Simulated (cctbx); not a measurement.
# What is wrong with this refinement?

Cell a = 12.3510 Å, b = 12.3510 Å, c = 5.1760 Å, α = 90.00°, β = 90.00°, γ = 120.00°; space group R-3 (no. 148).

The data are simulated with cctbx, not measured: Cu Kα, λ = 1.54184 Å, to d = 0.83 Å, 80 % of the full sphere, strongest reflection 5000 counts, noise from counting, a 1.5 % proportional error and a noise floor of 15 counts (s.d.); no absorption.

An anisotropic refinement with weights 1/σ² prints:

```text
Rint 0.059, 278 unique reflections to 0.83 A
cycle     R1     wR2    GooF  max shift (A)
   1  0.1053  0.1842   4.733   0.00957
   2  0.1040  0.1795   4.612   0.00001
final R1 0.1040 wR2 0.1795 GooF 4.612  parameters 20  data/parameter 13.9
atom        x        y        z      Ueq    occ   su(xyz)  su(Uiso or U11)
Lu1    0.83905  0.79132  0.75473   0.0179  1.000  0.00057  0.0016
Ni1    0.05401  0.78171  0.72232   0.0180  1.000  0.00181  0.0048
Ni2    0.00000  0.00000  0.00000   0.0215  1.000  0.00000  0.0087
difference map: max 47.37 min -2.54 rms 1.60
Q1    0.0000  0.0000  0.5000    3   49.23  2.59 A from Ni2
Q2    0.0000  0.0000  0.1082    6    4.06  0.56 A from Ni2
Q3    0.0525  0.8455  0.1732   18    2.78  0.38 A from Lu1
Q4    0.0343  0.1099  0.1877   18    2.68  1.45 A from Lu1
Q5    0.1059  0.5535  0.8922   18    2.46  0.73 A from Lu1
Q6    0.0607  0.5455  0.2555   18    2.44  1.08 A from Ni1
```

**Question.** Can this result stand? If not, what is the likely fault?

Mend it. The fault: an atom left out, Ni at (0, 0, 1/2). Against the right model at the same level, R1 goes from 0.0238 to 0.1040 and GooF from 0.90 to 4.61 and the top difference peak, 49.2 e/Å³, lies 2.59 Å from Ni2. Q1 is the missing atom. With scattering power missing, scale and phases suffer, so peaks may also grow on the heavy atoms.

The compound is Lu3Ni4. The right model at the same level gives:

```text
Rint 0.059, 278 unique reflections to 0.83 A
cycle     R1     wR2    GooF  max shift (A)
   1  0.0298  0.0474   1.222   0.00158
   2  0.0238  0.0350   0.904   0.00000
final R1 0.0238 wR2 0.0350 GooF 0.904  parameters 22  data/parameter 12.6
atom        x        y        z      Ueq    occ   su(xyz)  su(Uiso or U11)
Lu1    0.83900  0.79130  0.75554   0.0187  1.000  0.00012  0.0003
Ni1    0.05424  0.78142  0.72076   0.0205  1.000  0.00038  0.0010
Ni2    0.00000  0.00000  0.50000   0.0348  1.000  0.00000  0.0020
Ni3    0.00000  0.00000  0.00000   0.0262  1.000  0.00000  0.0017
difference map: max 1.92 min -2.27 rms 0.62
Q1    0.0002  0.0508  0.6634   18    1.92  1.05 A from Ni2
Q2    0.0162  0.3149  0.1867   18    1.83  1.17 A from Ni1
Q3    0.0187  0.8746  0.5343   18    1.80  1.65 A from Lu1
Q4    0.0945  0.2152  0.4547   18    1.78  1.39 A from Lu1
Q5    0.0191  0.7546  0.2556   18    1.75  0.92 A from Lu1
Q6    0.0388  0.5510  0.0282   18    1.74  1.14 A from Lu1
```

Isotropic U is held between 0.0001 and 1 Å² by the program, and listed peak heights are interpolated, so they can pass the grid's maximum.

The model is made up (kin elements in a known structure type, no relaxation), so it says nothing on whether the phase exists.

[Middle refinement cycles are left out of these outputs.]

[Logs are printed without paths, hosts, clocks, repeated set-up lines and the standing remarks that a program may print on its own settings, such as how far it seeks lower states.]
